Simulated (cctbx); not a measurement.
# Accept or mend?

Cell a = 5.0840 Å, b = 8.3360 Å, c = 5.1150 Å, α = 90.00°, β = 118.63°, γ = 90.00°; space group Pm (no. 6). The compound is ZrNiRu.

Simulated single-crystal data (cctbx): Cu Kα, λ = 1.54184 Å, to d = 0.83 Å, 70 % of the full sphere, strongest reflection 20000 counts, noise from counting, a 6 % proportional error and a noise floor of 8 counts (s.d.); no absorption.

An anisotropic refinement with weights 1/σ² prints:

```text
Rint 0.034, 659 unique reflections to 0.83 A
cycle     R1     wR2    GooF  max shift (A)
   1  0.0737  0.2194   3.461   0.00764
   2  0.0361  0.1008   1.590   0.00008
final R1 0.0361 wR2 0.1008 GooF 1.590  parameters 63  data/parameter 10.5
atom        x        y        z      Ueq    occ   su(xyz)  su(Uiso or U11)
Ru1    0.83333  0.00000  0.16646   0.0143  1.000  0.00043  0.0010
Ru2    0.34083  0.00000  0.16392   0.0079  1.000  0.00039  0.0008
Ru3    0.83544  0.00000  0.65351   0.0171  1.000  0.00045  0.0009
Ru4    0.14255  0.50000  0.86137   0.0119  1.000  0.00038  0.0009
Zr1    0.67592  0.67844  0.31732   0.0118  1.000  0.00036  0.0008
Zr2    0.34813  0.78854  0.66476   0.0128  1.000  0.00041  0.0007
Ni1    0.64949  0.50000  0.83805   0.0261  1.000  0.00094  0.0021
Ni2    0.16103  0.50000  0.36859   0.0310  1.000  0.00102  0.0024
Ni3    0.00534  0.74500 -0.00106   0.0256  1.000  0.00072  0.0014
difference map: max 1.18 min -1.59 rms 0.35
Q1    0.8692  0.0000  0.6884    1    1.22  0.18 A from Ru3
Q2    0.1792  0.3511  0.8352    2    1.18  1.27 A from Ru4
Q3    0.7417  0.0656  0.4830    2    1.04  0.94 A from Ru3
Q4    0.7193  0.4225  0.5548    2    1.03  1.41 A from Zr1
Q5    0.4114  0.1514  0.3464    2    1.02  1.51 A from Ru2
Q6    0.6388  0.1540  0.5943    2    0.90  1.57 A from Ru3
```

**Question.** Can this result stand? If not, what is the likely fault?

Mend it. The fault: anomalous dispersion left out. Against the right model at the same level, R1 goes from 0.0248 to 0.0361 and GooF from 0.97 to 1.59, U of Ni3 swells from 0.0109 to 0.0256 Å², U of Ni1 swells from 0.0121 to 0.0261 Å² and U of Ni2 swells from 0.0167 to 0.0310 Å². No atom is wrong: without f′ and f″ the atoms near an edge get the wrong scattering power, which U and the scale absorb. The signs are weak, and the output alone doesn't single this fault out.

The compound is ZrNiRu. The right model at the same level gives:

```text
Rint 0.034, 659 unique reflections to 0.83 A
cycle     R1     wR2    GooF  max shift (A)
   1  0.0326  0.0877   1.383   0.00566
   2  0.0248  0.0615   0.971   0.00001
final R1 0.0248 wR2 0.0615 GooF 0.971  parameters 63  data/parameter 10.5
atom        x        y        z      Ueq    occ   su(xyz)  su(Uiso or U11)
Ru1    0.83342  0.00000  0.16663   0.0150  1.000  0.00026  0.0006
Ru2    0.34104  0.00000  0.16388   0.0090  1.000  0.00024  0.0005
Ru3    0.83519  0.00000  0.65402   0.0180  1.000  0.00028  0.0006
Ru4    0.14247  0.50000  0.86128   0.0127  1.000  0.00023  0.0006
Zr1    0.67610  0.67828  0.31692   0.0121  1.000  0.00022  0.0005
Zr2    0.34823  0.78856  0.66445   0.0128  1.000  0.00025  0.0004
Ni1    0.64929  0.50000  0.83819   0.0121  1.000  0.00057  0.0012
Ni2    0.16009  0.50000  0.36861   0.0167  1.000  0.00063  0.0014
Ni3    0.00598  0.74454 -0.00111   0.0109  1.000  0.00043  0.0008
Flack x: -0.01(2)
Hooft y: -0.015(26)  Bijvoet pairs: 288
difference map: max 0.95 min -1.07 rms 0.25
Q1    0.7213  0.4264  0.5580    2    0.96  1.44 A from Zr1
Q2    0.1820  0.3531  0.8433    2    0.90  1.25 A from Ru4
Q3    0.1129  0.5000  0.2924    1    0.87  0.35 A from Ni2
Q4    0.5339  0.0608  0.2273    2    0.81  1.01 A from Ru2
Q5    0.5946  0.5000  0.0443    1    0.78  1.21 A from Ni1
Q6    0.0575  0.0807  0.2495    2    0.77  1.21 A from Ru1
```

Isotropic U is held between 0.0001 and 1 Å² by the program, and listed peak heights are interpolated, so they can pass the grid's maximum.

This is a model crystal, built by substitution and not relaxed, with assumed displacement parameters.

[Middle refinement cycles are left out of these outputs.]

[Logs are printed without paths, hosts, clocks, repeated set-up lines and the standing remarks that a program may print on its own settings, such as how far it seeks lower states.]
